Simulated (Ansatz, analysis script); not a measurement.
**Fixed-spin-moment curve of AlCo**

Is AlCo magnetic, nearly magnetic or plainly paramagnetic? E(M) and M(B) tell.

Calculated with Ansatz 0.2.0; PBE, PAW set soft_1.

## (1) Starting point

Symmetry: Pm-3m, No. 221, cubic system. The conventional cell has a = 2.819 Å, b = 2.819 Å, c = 2.819 Å, α = 90.00°, β = 90.00°, γ = 90.00°. Nearest to Al lie 8 Co at 2.44 Å. Nearest to Co lie 8 Al at 2.44 Å. Farther neighbours are not listed.

The cell comes from the Materials Project, a database of computed structures, and the real compound, where it exists, may take another one.

## (2) Starting state

The work starts on two spin channels, which tell the size of the moments.

input.yaml reads:

```yaml
crystal:
  lattice:
    - [2.81940321, 0.0, 0.0]
    - [0.0, 2.81940321, 0.0]
    - [0.0, 0.0, 2.81940321]
  atoms:
    - { symbol: Al, position: [0.0, 0.0, 0.0] }
    - { symbol: Co, position: [0.5, 0.5, 0.5], spin: 2.0 }
magnetization:
  spin_polarized: true
kpoints:
  mp_grid: { grid: [8, 8, 8] }
hamiltonian:
  xc: pbe
  pseudopotentials: { kind: paw, azcp: { folder: soft_1 } }
scf:
  occupations: { method: fermi_dirac, width: 0.1 }
  max_iter: 120
  convergence: { dr2_threshold: 1.0e-08 }
  lower_state_search: "off"
output:
  write_density: true
  write_potential: true
  elf: true
  volumetric_format: npy
```

The run is started by

```sh
$ ansatz run input.yaml --threads 2 --pin off --max-ram 5120MiB --backend cpu --events-out ev --progress --plain --runs-dir out
```

Numbers of over 12 decimals in the logs are rounded to 6 here.

What it wrote:

```text
Engine: ansatz 0.2.0, x86_64-unknown-linux-gnu
Pseudopotentials: kind: paw
Pseudopotential: Al, paw, valence charge 3, recommended cutoff 420 eV (normal), soft_1/Al.paw.azcp
Pseudopotential: Co, paw, valence charge 17, recommended cutoff 420 eV (normal), soft_1/Co.paw.azcp
Functional definition: PBE
  parameter kappa = 0.804
  parameter beta = 0.066725
  exchange = pbe_x(kappa = kappa, mu = beta*pi^2/3)
  correlation = pbe_c(beta = beta)
Crystal: 2 atoms, lattice volume = 22.412 Å³
Basis set: ecut = 420 eV, 461 PW (Γ)
Bands: 15, of which v1, the nominal top of the filled ones, is band 10 counted from 1 (9 counted from 0)
Symmetry: 48 space group operations
Space group: Pm-3m (ITA 221), of the structure as read, at distance tolerance 2.8e-5 Å
Magnetic group: BNS 221.92 (UNI 1594), of the structure as read, at distance tolerance 2.8e-5 Å
k-points: 35 of 512
Non-local potential: Al, projectors of the file, l = 0: 2, l = 1: 2, l = 2: 1
Non-local potential: Co, projectors of the file, l = 0: 3, l = 1: 2, l = 2: 3, l = 3: 1
PAW form: soft (Blöchl's): semilocal exchange-correlation on the pseudo side does not see the compensation charge
PAW one-centre angular grid: Al, 110 points (default); XC on 64 Gauss nodes
PAW one-centre angular grid: Co, 590 points (default); XC on 64 Gauss nodes
Initial density: superposition of atomic densities (chi_scale 0.1, normalization cell)
Starting moments: Σ|m| = 2 μB on 1 of 2 sites
Initial wavefunctions: pseudopotential atomic-orbital guess
Functional: x = pbe(κ = 0.804, μ = 0.219515), c = pbe(β = 0.066725)
SCF iter   1: F=—  HF=-5664.591152 eV  |F-HF|=—  |Δ(HF+E_count)|=         —  Δρ=1.38e-1 (↑6.42e-2 ↓1.38e-1)  dr2=1.42e0  dr2_m=2.01e0  M=0.651 μB ∫|m|=0.932 μB  β_m=0.30  ethr=3.10e-3  ⟨swp⟩=4.3  Hψ=4766  notcnv=0
preconditioner: auto → none  [metal: Δε(μ)=0.018 eV  Ē_g=10.152 eV  σ=0.100 eV  W_gap=0.05  n_scr=6 (ndim 8)  ℏωp=27.2 eV  f_vac=0.000  D(μ)=1.70/eV (n_scr^D=18)  sad-step TF]
SCF iter   2: F=—  HF=-5664.688932 eV  |F-HF|=—  |Δ(HF+E_count)|=   9.78e-2  Δρ=8.60e-2 (↑7.69e-2 ↓8.60e-2)  dr2=2.74e-1  dr2_m=1.31e0  M=0.543 μB ∫|m|=0.846 μB  β_m=0.30  ethr=3.10e-3  ⟨swp⟩=2.4  Hψ=2100  notcnv=0  defer=15
SCF iter   3: F=—  HF=-5664.701897 eV  |F-HF|=—  |Δ(HF+E_count)|=   1.30e-2  Δρ=8.11e-2 (↑5.81e-2 ↓8.11e-2)  dr2=2.17e-1  dr2_m=9.75e-1  M=0.420 μB ∫|m|=0.730 μB  β_m=0.30  ethr=1.37e-3  ⟨swp⟩=2.4  Hψ=1483  notcnv=0  defer=15
SCF iter   4: F=—  HF=-5664.687441 eV  |F-HF|=—  |Δ(HF+E_count)|=   1.45e-2  Δρ=6.22e-2 (↑6.22e-2 ↓5.13e-2)  dr2=1.92e-2  dr2_m=6.61e-1  M=0.350 μB ∫|m|=0.649 μB  β_m=0.30  ethr=1.08e-3  ⟨swp⟩=2.1  Hψ=1724  notcnv=0  defer=15
SCF iter   5: F=—  HF=-5664.741422 eV  |F-HF|=—  |Δ(HF+E_count)|=   5.40e-2  Δρ=4.94e-2 (↑4.94e-2 ↓4.62e-2)  dr2=1.77e-3  dr2_m=4.69e-1  M=0.288 μB ∫|m|=0.568 μB  β_m=0.30  ethr=9.61e-5  ⟨swp⟩=2.1  Hψ=1791  notcnv=0  defer=14
SCF iter   6: F=—  HF=-5664.776758 eV  |F-HF|=—  |Δ(HF+E_count)|=   3.53e-2  Δρ=4.02e-2 (↑4.02e-2 ↓3.73e-2)  dr2=1.83e-3  dr2_m=3.09e-1  M=0.255 μB ∫|m|=0.509 μB  β_m=0.30  ethr=8.85e-6  ⟨swp⟩=2.2  Hψ=1935  notcnv=0  defer=13
SCF iter   7: F=—  HF=-5664.796612 eV  |F-HF|=—  |Δ(HF+E_count)|=   1.99e-2  Δρ=3.12e-2 (↑3.12e-2 ↓3.09e-2)  dr2=8.71e-5  dr2_m=1.98e-1  M=0.235 μB ∫|m|=0.463 μB  β_m=0.30  ethr=8.85e-6  ⟨swp⟩=2.0  Hψ=1358  notcnv=0  defer=13
SCF iter   8: F=—  HF=-5664.809133 eV  |F-HF|=—  |Δ(HF+E_count)|=   1.25e-2  Δρ=2.53e-2 (↑2.45e-2 ↓2.53e-2)  dr2=1.09e-4  dr2_m=1.28e-1  M=0.220 μB ∫|m|=0.425 μB  β_m=0.30  ethr=4.36e-7  ⟨swp⟩=2.1  Hψ=1795  notcnv=0  defer=13
SCF iter   9: F=—  HF=-5664.817220 eV  |F-HF|=—  |Δ(HF+E_count)|=   8.09e-3  Δρ=2.04e-2 (↑2.01e-2 ↓2.04e-2)  dr2=1.81e-5  dr2_m=8.43e-2  M=0.206 μB ∫|m|=0.391 μB  β_m=0.30  ethr=4.36e-7  ⟨swp⟩=2.0  Hψ=1749  notcnv=0  defer=13
Mixer restart at iter 9: flushing history
spin-set hold released at iteration 9 (site moments contracting): the magnetisation degrees of freedom join the quasi-Newton model from the next iteration; the mixer history was flushed
[...]
SCF iter  11: F=—  HF=-5664.835392 eV  |F-HF|=—  |Δ(HF+E_count)|=   1.28e-2  Δρ=1.06e-2 (↑2.46e-3 ↓1.06e-2)  dr2=1.09e-2  dr2_m=8.65e-3  M=0.140 μB ∫|m|=0.244 μB  β_m=0.41  ethr=7.98e-8  ⟨swp⟩=3.0  Hψ=2280  notcnv=0  defer=13
SCF iter  12: F=—  HF=-5664.836215 eV  |F-HF|=—  |Δ(HF+E_count)|=   8.23e-4  Δρ=3.21e-3 (↑3.21e-3 ↓2.50e-3)  dr2=9.20e-5  dr2_m=1.67e-3  M=0.108 μB ∫|m|=0.189 μB  β_m=0.71  ethr=7.98e-8  ⟨swp⟩=2.7  Hψ=2274  notcnv=0  defer=13
SCF iter  13: F=—  HF=-5664.837914 eV  |F-HF|=—  |Δ(HF+E_count)|=   1.70e-3  Δρ=2.23e-3 (↑2.23e-3 ↓1.67e-3)  dr2=5.97e-5  dr2_m=7.76e-4  M=0.082 μB ∫|m|=0.139 μB  β_m=0.84  ethr=7.98e-8  ⟨swp⟩=2.4  Hψ=1974  notcnv=0  defer=13
SCF iter  14: F=—  HF=-5664.839655 eV  |F-HF|=—  |Δ(HF+E_count)|=   1.74e-3  Δρ=7.78e-4 (↑4.29e-4 ↓7.78e-4)  dr2=2.10e-5  dr2_m=7.37e-5  M=0.023 μB ∫|m|=0.033 μB  β_m=0.93  ethr=7.98e-8  ⟨swp⟩=3.1  Hψ=2152  notcnv=0  defer=12
SCF iter  15: F=—  HF=-5664.839774 eV  |F-HF|=—  |Δ(HF+E_count)|=   1.19e-4  Δρ=1.10e-4 (↑6.45e-5 ↓1.10e-4)  dr2=2.93e-6  dr2_m=5.45e-7  M=0.000 μB ∫|m|=0.001 μB  β_m=0.96  ethr=7.98e-8  ⟨swp⟩=2.1  Hψ=1892  notcnv=0  defer=12
SCF iter  16: F=—  HF=-5664.839774 eV  |F-HF|=—  |Δ(HF+E_count)|=   2.13e-7  Δρ=3.80e-5 (↑3.80e-5 ↓9.84e-6)  dr2=1.07e-7  dr2_m=1.08e-7  M=-0.001 μB ∫|m|=0.001 μB  β_m=0.89  ethr=1.47e-8  ⟨swp⟩=2.7  Hψ=1630  notcnv=0  defer=12
SCF iter  17: F=—  HF=-5664.839774 eV  |F-HF|=—  |Δ(HF+E_count)|=   5.09e-8  Δρ=1.28e-5 (↑1.04e-5 ↓1.28e-5)  dr2=8.69e-10  dr2_m=2.77e-8  M=-0.000 μB ∫|m|=0.001 μB  β_m=0.94  ethr=5.00e-11  ⟨swp⟩=1.9  Hψ=3206  notcnv=0
iter 18 did not close the SCF: its close was put off for a magnetic moment that had not settled (scf_convergence_deferred on its scf_iter line)
SCF iter  18: F=-5664.839774 eV  HF=-5664.839774 eV  |F-HF|=3.27e-11  |Δ(HF+E_count)|=   2.74e-8  Δρ=1.54e-6 (↑1.54e-6 ↓1.09e-6)  dr2=3.61e-11  dr2_m=3.52e-10  M=-0.000 μB ∫|m|=0.000 μB  β_m=0.97  ethr=4.34e-12  ⟨swp⟩=3.2  Hψ=2811  notcnv=0
SCF iter  19: F=-5664.839774 eV  HF=-5664.839774 eV  |F-HF|=1.82e-12  |Δ(HF+E_count)|=  3.15e-10  Δρ=6.32e-8 (↑6.32e-8 ↓2.67e-8)  dr2=1.18e-12  dr2_m=1.68e-13  M=0.000 μB ∫|m|=0.000 μB  ethr=1.00e-12  ⟨swp⟩=1.0  Hψ=3080  notcnv=0
WARN: the starting moments were not kept: the SCF closed with an absolute magnetisation of 1.4e-6 μB, where they sum to 2 μB in size (1 site). That is at most 0.1 of that sum. Measured as dr2_m measures the in/out step, that magnetisation stands 3.5e-12 eV from none, at or under the dr2_threshold of 1.0e-8 eV: it is no larger than a step whose dr2_m would equal this threshold. The system may hold no moment; this SCF  [...]
SCF 1 converged in 19 iterations: F = -5664.839774 eV  dr2 = 1.18e-12
  greatest PAW one-centre occupation: 1.000 electrons in one spin orbital (limit 2), on the Co atom at site 1 (counted from 0), in its partial waves of l = 1
SCF converged after 19 iterations
Magnetization: 0.0000 μB (10.0000 up, 10.0000 down)
Absolute magnetization: 0.0000 μB (∫|ρ↑−ρ↓|, with the PAW one-centre terms)
Spin contamination: 0.0000 ħ² per cell (⟨S²⟩ above its minimum at these occupations)
Per-site moments (μB) at R_I (Å): [(-3.200907008667766e-8, 1.007191), (1.0831763580248935e-6, 1.007191)]
Free energy (F): -5664.839774 eV
Harris-Foulkes:  -5664.839774 eV  (|F-HF|=1.82e-12)
Internal energy: -5664.807245 eV  (E = F + TS)
E sigma→0 (E₀):  -5664.823509 eV
Entropy (-TS):   -0.032530 eV (-16.265 meV/atom)
Fermi energy:    15.014065 eV
--- Per-component energies (eV) ---
  E_band       = -274.458070
  E_kinetic    = 323.080381
  E_local      = -3452.480293  (includes V_loc(G=0)·N_el)
  E_nonlocal   = 448.755727
  E_hartree    = 1562.879889
  E_xc         = -132.512328
  E_vxc        = -151.313088  (∫ρ·V_xc dr)
  E_paw        = -2046.482365  (= ΣΔE_a)
  E_vpaw       = -568.260668  (= ΣTr[D̂ρ^β])
  E_aug_tail   = 0.000006  (compensation charges beyond the density's cutoff)
  E_ewald      = -2368.048262
  E_smearing   = -0.032530  (= −TS)
  E_closure    = -0.000000  (closes the sum)
  Σ components = -5664.839774   (vs F -5664.839774, Δ=0.00e0)
--- Band table (eV; the first three rows and the last of 70) ---
  k-point 0 ↑: bands = [... 6 lower, 11.9186, 14.1661, 14.1661, 14.1661, 21.1520, 21.1520, 21.1520, 23.8680, ... 1 higher]
  k-point 1 ↑: bands = [... 6 lower, 12.0033, 14.0075, 14.0075, 14.1835, 19.0419, 21.5666, 21.5666, 23.8159, ... 1 higher]
  k-point 2 ↑: bands = [... 6 lower, 12.2168, 13.6643, 13.6643, 14.2255, 16.6324, 22.6833, 22.6833, 23.6718, ... 1 higher]
  k-point 34 ↓: bands = [... 6 lower, 10.9357, 14.8449, 14.8449, 17.3842, 17.3842, 17.3842, 19.4544, 20.5557, ... 1 higher]
```

Elapsed: 6.1 s, on 2 threads of Intel Xeon at 2.50GHz (Skylake/Cascade Lake), shared host; peak memory 0.27 GiB.

Reading the cycles: dr2 is the Hartree energy of the density residual (eV), the measure of convergence; HF is the Harris–Foulkes estimate of the energy, which meets the free energy F at convergence.

The spin moment in the atom's sphere vanishes on all atoms.

Tables count atoms from 1; parts of the log count from 0.

The run ends non-magnetic, with a net moment of 0 μB a cell. The run left the order that was typed.

Valence density in the ac plane at fractional y = 0.000, with atoms of Al within 0.2 Å of it. It is the smooth field of the valence electrons, not physical close to the nuclei.

Ten even steps from '0' (0.05 e/Å³) to '9' (0.27 e/Å³):
```
001478888887410
113589988998531
345799999999754
678999999999987
889999999999998
889999999999998
888999999999988
888999999999988
889999999999998
889999999999998
678999999999987
345799999999754
113589988998531
001478888887410
001368888886310
```
Columns run along a (2.8 Å), rows up along c (2.8 Å). Atoms in or near the plane, at fractional coordinates: Al at (0.00, 0.00).

ELF in the ac plane at fractional y = 0.000, with atoms of Al within 0.2 Å of it. It is the smooth field of the valence electrons, not physical close to the nuclei.

Values, 15 rows by 15 columns:
```
0.17 0.05 0.02 0.09 0.30 0.46 0.50 0.50 0.50 0.50 0.46 0.30 0.09 0.02 0.05
0.00 0.02 0.05 0.20 0.39 0.49 0.50 0.49 0.49 0.50 0.49 0.39 0.20 0.05 0.02
0.07 0.09 0.20 0.36 0.48 0.51 0.50 0.48 0.48 0.50 0.51 0.48 0.36 0.20 0.09
0.26 0.30 0.39 0.48 0.52 0.51 0.48 0.46 0.46 0.48 0.51 0.52 0.48 0.39 0.30
0.44 0.46 0.49 0.51 0.51 0.49 0.46 0.45 0.45 0.46 0.49 0.51 0.51 0.49 0.46
0.50 0.50 0.50 0.50 0.48 0.46 0.44 0.43 0.43 0.44 0.46 0.48 0.50 0.50 0.50
0.50 0.50 0.49 0.48 0.46 0.45 0.43 0.42 0.42 0.43 0.45 0.46 0.48 0.49 0.50
0.50 0.50 0.49 0.48 0.46 0.45 0.43 0.42 0.42 0.43 0.45 0.46 0.48 0.49 0.50
0.50 0.50 0.50 0.50 0.48 0.46 0.44 0.43 0.43 0.44 0.46 0.48 0.50 0.50 0.50
0.44 0.46 0.49 0.51 0.51 0.49 0.46 0.45 0.45 0.46 0.49 0.51 0.51 0.49 0.46
0.26 0.30 0.39 0.48 0.52 0.51 0.48 0.46 0.46 0.48 0.51 0.52 0.48 0.39 0.30
0.07 0.09 0.20 0.36 0.48 0.51 0.50 0.48 0.48 0.50 0.51 0.48 0.36 0.20 0.09
0.00 0.02 0.05 0.20 0.39 0.49 0.50 0.49 0.49 0.50 0.49 0.39 0.20 0.05 0.02
0.17 0.05 0.02 0.09 0.30 0.46 0.50 0.50 0.50 0.50 0.46 0.30 0.09 0.02 0.05
0.68 0.17 0.00 0.07 0.26 0.44 0.50 0.50 0.50 0.50 0.44 0.26 0.07 0.00 0.17
```
Columns run along a (2.8 Å), rows up along c (2.8 Å). Atoms in or near the plane, at fractional coordinates: Al at (0.00, 0.00).

## (3) Mesh refined

Levels at the Fermi energy are partly filled, so moments and energy differences can hang on the k-mesh, and the state is solved again on a denser one.

input.yaml, the sections that differ from step 2:

```yaml
kpoints:
  mp_grid: { grid: [14, 14, 14] }
basis:
  ecutwfc: 420.0
# crystal, magnetization, hamiltonian, scf: as in step 2
# output: removed
```

What it wrote:

```text
[...]
Crystal: 2 atoms, lattice volume = 22.412 Å³
Basis set: ecut = 420 eV, 461 PW (Γ)
Bands: 15, of which v1, the nominal top of the filled ones, is band 10 counted from 1 (9 counted from 0)
Symmetry: 48 space group operations
[...]
k-points: 120 of 2744
[...]
Starting moments: Σ|m| = 2 μB on 1 of 2 sites
[...]
Magnetization: -0.0000 μB (10.0000 up, 10.0000 down)
Absolute magnetization: 0.0000 μB (∫|ρ↑−ρ↓|, with the PAW one-centre terms)
[...]
Per-site moments (μB) at R_I (Å): [(4.3615419218300767e-7, 1.007191), (-3.4488692334660517e-6, 1.007191)]
Free energy (F): -5664.843067 eV
[...]
Internal energy: -5664.816174 eV  (E = F + TS)
E sigma→0 (E₀):  -5664.829621 eV
Entropy (-TS):   -0.026893 eV (-13.446 meV/atom)
Fermi energy:    15.003681 eV
[...]
[key lines of the parts left out:]
SCF converged after 18 iterations
```

Elapsed: 14 s, on 2 threads; peak memory 0.33 GiB; 15 s of CPU time.

The spin moment in the atom's sphere vanishes on all atoms.

The run ends non-magnetic, with a net moment of 0 μB a cell, against 0 μB on the first mesh.

## (4) The non-magnetic reference

The state without spin is the zero of E(M).

input.yaml, the sections that differ from step 3:

```yaml
crystal:
  lattice:
    - [2.81940321, 0.0, 0.0]
    - [0.0, 2.81940321, 0.0]
    - [0.0, 0.0, 2.81940321]
  atoms:
    - { symbol: Al, position: [0.0, 0.0, 0.0] }
    - { symbol: Co, position: [0.5, 0.5, 0.5] }
scf:
  occupations: { method: fermi_dirac, width: 0.1 }
  max_iter: 120
  convergence: { dr2_threshold: 1.0e-08 }
# kpoints, hamiltonian, basis: as in step 3
# magnetization: removed
```

The run is started by

```sh
$ ansatz run input.yaml --threads 1 --pin off --max-ram 2560MiB --backend cpu --events-out ev --progress --plain --runs-dir out
```

What it wrote:

```text
[...]
Crystal: 2 atoms, lattice volume = 22.412 Å³
Basis set: ecut = 420 eV, 461 PW (Γ)
Bands: 14, of which v1, the nominal top of the filled ones, is band 10 counted from 1 (9 counted from 0)
Symmetry: 48 space group operations
[...]
k-points: 120 of 2744
[...]
SCF iter   1: F=—  HF=-5665.059340 eV  |F-HF|=—  |Δ(HF+E_count)|=         —  Δρ=8.34e-2  dr2=1.26e0  ethr=3.10e-3  ⟨swp⟩=4.1  Hψ=7735  notcnv=0
[...]
SCF iter   8: F=-5664.843067 eV  HF=-5664.843067 eV  |F-HF|=0.00e0  |Δ(HF+E_count)|=  3.93e-10  Δρ=1.09e-7  dr2=1.15e-12  ethr=1.45e-12  ⟨swp⟩=1.1  Hψ=4731  notcnv=0
SCF 1 converged in 8 iterations: F = -5664.843067 eV  dr2 = 1.15e-12
[...]
SCF converged after 8 iterations
Free energy (F): -5664.843067 eV
[...]
Internal energy: -5664.816174 eV  (E = F + TS)
E sigma→0 (E₀):  -5664.829621 eV
Entropy (-TS):   -0.026893 eV (-13.446 meV/atom)
Fermi energy:    15.003679 eV
[...]
```

It took 7 s on 1 thread; peak memory 0.32 GiB.

## (5) Without spin, levels printed

input.yaml, as its differences from that of step 4:

```diff
@@ -19 +19,3 @@
   ecutwfc: 420.0
+output:
+  eigenvalues: true
```

What it wrote:

```text
[...]
Crystal: 2 atoms, lattice volume = 22.412 Å³
Basis set: ecut = 420 eV, 461 PW (Γ)
Bands: 14, of which v1, the nominal top of the filled ones, is band 10 counted from 1 (9 counted from 0)
Symmetry: 48 space group operations
[...]
k-points: 120 of 2744
[...]
Fermi energy:    15.003679 eV
[...]
--- Band table (eV; the first three rows and the last of 120) ---
  k-point 0: bands = [... 6 lower, 11.9174, 14.1645, 14.1645, 14.1645, 21.1520, 21.1520, 21.1520, 23.8675]
  k-point 1: bands = [... 6 lower, 11.9458, 14.1096, 14.1096, 14.1703, 20.2082, 21.2904, 21.2904, 23.8503]
  k-point 2: bands = [... 6 lower, 12.0266, 13.9626, 13.9626, 14.1868, 18.6505, 21.6884, 21.6884, 23.7998]
  k-point 119: bands = [... 6 lower, 10.9349, 14.8431, 14.8431, 17.3841, 17.3841, 17.3841, 19.4542, 20.5547]
[key lines of the parts left out:]
SCF converged after 8 iterations
Free energy (F): -5664.843067 eV
```

Wall time 7.6 s (1 thread); peak memory 0.32 GiB.

## (6) Total moment fixed at 0.1 μB

Two Fermi levels, one a spin, hold the total moment exactly, which reaches states that a free run would leave.

input.yaml, the sections that differ from step 5:

```yaml
crystal:
  lattice:
    - [2.81940321, 0.0, 0.0]
    - [0.0, 2.81940321, 0.0]
    - [0.0, 0.0, 2.81940321]
  atoms:
    - { symbol: Al, position: [0.0, 0.0, 0.0] }
    - { symbol: Co, position: [0.5, 0.5, 0.5], spin: 0.1 }
magnetization:
  spin_polarized: true
  initial_magnetization: 0.1
  spin_locking: { lock_magnetization: hard }
scf:
  occupations: { method: fermi_dirac, width: 0.1 }
  max_iter: 120
  convergence: { dr2_threshold: 1.0e-08 }
  lower_state_search: "off"
# kpoints, hamiltonian, basis: as in step 5
# output: removed
```

What it wrote:

```text
[...]
Crystal: 2 atoms, lattice volume = 22.412 Å³
Basis set: ecut = 420 eV, 461 PW (Γ)
Bands: 15, of which v1, the nominal top of the filled ones, is band 10 counted from 1 (9 counted from 0)
Symmetry: 48 space group operations
[...]
k-points: 120 of 2744
[...]
Starting moments: Σ|m| = 0.1 μB on 1 of 2 sites
[...]
SCF iter   1: F=—  HF=-5665.125538 eV  |F-HF|=—  |Δ(HF+E_count)|=         —  Δρ=4.81e-2 (↑4.81e-2 ↓4.76e-2)  dr2=1.76e0  dr2_m=3.62e-4  M=0.100 μB ∫|m|=0.100 μB  β_m=0.30  ethr=3.10e-3  ⟨swp⟩=4.3  Hψ=16269  notcnv=0
[...]
SCF iter  10: F=-5664.840241 eV  HF=-5664.840241 eV  |F-HF|=4.55e-12  |Δ(HF+E_count)|=  7.78e-10  Δρ=1.99e-7 (↑1.99e-7 ↓1.46e-7)  dr2=6.97e-12  dr2_m=4.54e-12  M=0.100 μB ∫|m|=0.127 μB  ethr=1.32e-11  ⟨swp⟩=1.0  Hψ=9146  notcnv=0
SCF 1 converged in 10 iterations: F = -5664.840241 eV  dr2 = 6.97e-12
[...]
SCF converged after 10 iterations
Stability checked in part: among states of this total moment the steps that led to this state did not find it unstable. No probe was made; neither looks for a lower state of another moment (fixed_total_moment; see scf.lower_state_search)
Magnetization: 0.1000 μB (10.0500 up, 9.9500 down)
Absolute magnetization: 0.1271 μB (∫|ρ↑−ρ↓|, with the PAW one-centre terms)
[...]
Per-site moments (μB) at R_I (Å): [(-0.00394052, 1.007191), (0.113005, 1.007191)]
Free energy (F): -5664.840241 eV
[...]
Internal energy: -5664.812968 eV  (E = F + TS)
E sigma→0 (E₀):  -5664.826604 eV
Entropy (-TS):   -0.027273 eV (-13.637 meV/atom)
Fermi energy:    14.974530 (↑ 15.034596, ↓ 14.914464) eV
[...]
```

Elapsed: 13 s, on 1 thread; peak memory 0.32 GiB.

The energy is 2.83 meV from the state without spin, and the largest site carries 0.113 μB.

## (7) Total moment fixed at 0.2 μB

input.yaml, the sections that differ from step 6:

```yaml
crystal:
  lattice:
    - [2.81940321, 0.0, 0.0]
    - [0.0, 2.81940321, 0.0]
    - [0.0, 0.0, 2.81940321]
  atoms:
    - { symbol: Al, position: [0.0, 0.0, 0.0] }
    - { symbol: Co, position: [0.5, 0.5, 0.5], spin: 0.2 }
magnetization:
  spin_polarized: true
  initial_magnetization: 0.2
  spin_locking: { lock_magnetization: hard }
# kpoints, hamiltonian, scf, basis: as in step 6
```

What it wrote:

```text
[...]
Crystal: 2 atoms, lattice volume = 22.412 Å³
Basis set: ecut = 420 eV, 461 PW (Γ)
Bands: 15, of which v1, the nominal top of the filled ones, is band 10 counted from 1 (9 counted from 0)
Symmetry: 48 space group operations
[...]
k-points: 120 of 2744
[...]
Starting moments: Σ|m| = 0.2 μB on 1 of 2 sites
[...]
Magnetization: 0.2000 μB (10.1000 up, 9.9000 down)
Absolute magnetization: 0.2419 μB (∫|ρ↑−ρ↓|, with the PAW one-centre terms)
[...]
Per-site moments (μB) at R_I (Å): [(-0.00658315, 1.007191), (0.219794, 1.007191)]
Free energy (F): -5664.830207 eV
[...]
Internal energy: -5664.799858 eV  (E = F + TS)
E sigma→0 (E₀):  -5664.815032 eV
Entropy (-TS):   -0.030348 eV (-15.174 meV/atom)
Fermi energy:    14.908762 (↑ 15.049490, ↓ 14.768035) eV
[...]
[key lines of the parts left out:]
SCF converged after 10 iterations
```

It took 13 s on 1 thread; peak memory 0.32 GiB.

The energy is 12.9 meV from the state without spin, and the largest site carries 0.220 μB.

(Part 1 of 2 ends here.)

[Logs and program files are shortened in this print: banners, set-up blocks, solver, clock and traceback lines can be left out without a mark of their own.]

[Logs are printed without paths, hosts, clocks, repeated set-up lines and the standing remarks that a program may print on its own settings, such as how far it seeks lower states.]

[Hosts, paths, dates, database ids (printed as entryN), source tags and the programs' standing remarks are cut or masked in the printed files.]
